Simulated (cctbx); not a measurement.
## What is wrong with this refinement?

Cell a = 9.1380 Å, b = 9.1380 Å, c = 9.1380 Å, α = 90.00°, β = 90.00°, γ = 90.00°; space group Im-3m (no. 229). The compound is Ca3Si2Rh6.

The data are simulated with cctbx, not measured: synchrotron X-rays, λ = 0.4959 Å, to d = 0.6 Å, 70 % of the full sphere, strongest reflection 40000 counts, noise from counting, a 1.5 % proportional error and a noise floor of 2 counts (s.d.); no absorption.

An anisotropic refinement with weights 1/σ² prints:

```text
Rint 0.028, 215 unique reflections to 0.60 A
cycle     R1     wR2    GooF  max shift (A)
   1  0.0620  0.1404  11.891   0.00039
   2  0.0140  0.0280   2.367   0.00000
final R1 0.0140 wR2 0.0280 GooF 2.367  parameters 9  data/parameter 23.9
atom        x        y        z      Ueq    occ   su(xyz)  su(Uiso or U11)
Rh1    0.50000  0.17471  0.17471   0.0232  1.000  0.00002  0.0001
Ca1    0.71942  0.00000  0.00000   0.0172  1.000  0.00010  0.0003
Si1    0.25000  0.25000  0.25000   0.0138  1.000  0.00000  0.0002
difference map: max 1.07 min -0.53 rms 0.15
Q1    0.0000  0.0000  0.2369   12    1.07  0.40 A from Ca1
Q2    0.0000  0.0000  0.3058   12    0.83  0.23 A from Ca1
Q3    0.2500  0.2500  0.2500    8    0.56  0.00 A from Si1
Q4    0.0000  0.0000  0.1581   12    0.52  1.12 A from Ca1
Q5    0.1290  0.1290  0.2517   48    0.42  1.56 A from Si1
Q6    0.0000  0.1284  0.1284   24    0.34  1.82 A from Ca1
```

**Question.** Can this result stand? If not, what is the likely fault?

Mend it. The fault: anomalous dispersion left out. Against the right model at the same level, R1 goes from 0.0064 to 0.0140 and GooF from 1.05 to 2.37 and the top difference peak, 1.1 e/Å³, lies 0.40 Å from Ca1. No atom is wrong: without f′ and f″ the atoms near an edge get the wrong scattering power, which U and the scale absorb. The signs are weak, and the output alone doesn't single this fault out.

The compound is Ca3Si2Rh6. The right model at the same level gives:

```text
Rint 0.028, 215 unique reflections to 0.60 A
cycle     R1     wR2    GooF  max shift (A)
   1  0.0522  0.1302  11.028   0.00056
   2  0.0064  0.0124   1.053   0.00000
final R1 0.0064 wR2 0.0124 GooF 1.053  parameters 9  data/parameter 23.9
atom        x        y        z      Ueq    occ   su(xyz)  su(Uiso or U11)
Rh1    0.50000  0.17470  0.17470   0.0221  1.000  0.00001  0.0001
Ca1    0.71947  0.00000  0.00000   0.0189  1.000  0.00004  0.0001
Si1    0.25000  0.25000  0.25000   0.0153  1.000  0.00000  0.0001
difference map: max 0.31 min -0.50 rms 0.06
Q1    0.0000  0.0000  0.2325   12    0.31  0.44 A from Ca1
Q2    0.0000  0.0000  0.4531   12    0.31  1.58 A from Ca1
Q3    0.0000  0.0000  0.1623   12    0.28  1.08 A from Ca1
Q4    0.0000  0.1917  0.5000   24    0.24  1.60 A from Rh1
Q5    0.0000  0.1050  0.2347   48    0.23  1.05 A from Ca1
Q6    0.0000  0.0000  0.3638   12    0.23  0.76 A from Ca1
```

Isotropic U is held between 0.0001 and 1 Å² by the program, and listed peak heights are interpolated, so they can pass the grid's maximum.

This is a model crystal, built by substitution and not relaxed, with assumed displacement parameters.

[Middle refinement cycles are left out of these outputs.]

[Logs are printed without paths, hosts, clocks, repeated set-up lines and the standing remarks that a program may print on its own settings, such as how far it seeks lower states.]
